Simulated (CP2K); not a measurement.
Two runs for the N K edge of imidazole dihydrate. Run A: CP2K XAS_TDP, all-electron GAPW, PBEh(45%), aug-cc-pVDZ, TDA, no relativity. Run B differs in one setting.

First lines with a strength over 0.0015. A:

| atom | energy (eV) | states | strength, one atom |
| --- | --- | --- | --- |
| N3 (bonded to 2 C and H) | 398.24 | 1 | 0.0361 |
|  | 399.45 | 1 | 0.0161 |
|  | 402.13 | 1 | 0.0045 |
|  | 402.97 | 1 | 0.0040 |
|  | 403.19 | 1 | 0.0239 |
| N5 (bonded to 2 C, takes 1 H bond) | 396.03 | 1 | 0.0491 |
|  | 398.72 | 1 | 0.0019 |
|  | 399.50 | 1 | 0.0027 |
|  | 401.34 | 1 | 0.0037 |
|  | 401.51 | 1 | 0.0029 |

B:

| atom | energy (eV) | states | strength, one atom |
| --- | --- | --- | --- |
| N3 (bonded to 2 C and H) | 403.21 | 1 | 0.0356 |
|  | 404.42 | 1 | 0.0159 |
|  | 407.11 | 1 | 0.0044 |
|  | 407.94 | 1 | 0.0039 |
|  | 408.17 | 1 | 0.0236 |
| N5 (bonded to 2 C, takes 1 H bond) | 400.77 | 1 | 0.0485 |
|  | 403.46 | 1 | 0.0019 |
|  | 404.24 | 1 | 0.0027 |
|  | 406.07 | 1 | 0.0037 |
|  | 406.25 | 1 | 0.0029 |

Q: Which was it: the basis, GW2X switched on, the functional, scalar relativity switched on?

GW2X switched on. GW2X shifts an atom's lines together and keeps their spacings. Against PBEh(45%) in aug-cc-pVDZ, the leading lines move by +4.97 eV (N3, to 403.21) and +4.74 eV (N5, to 400.77).

[Hosts, paths, dates, database ids (printed as entryN), source tags and the programs' standing remarks are cut or masked in the printed files.]
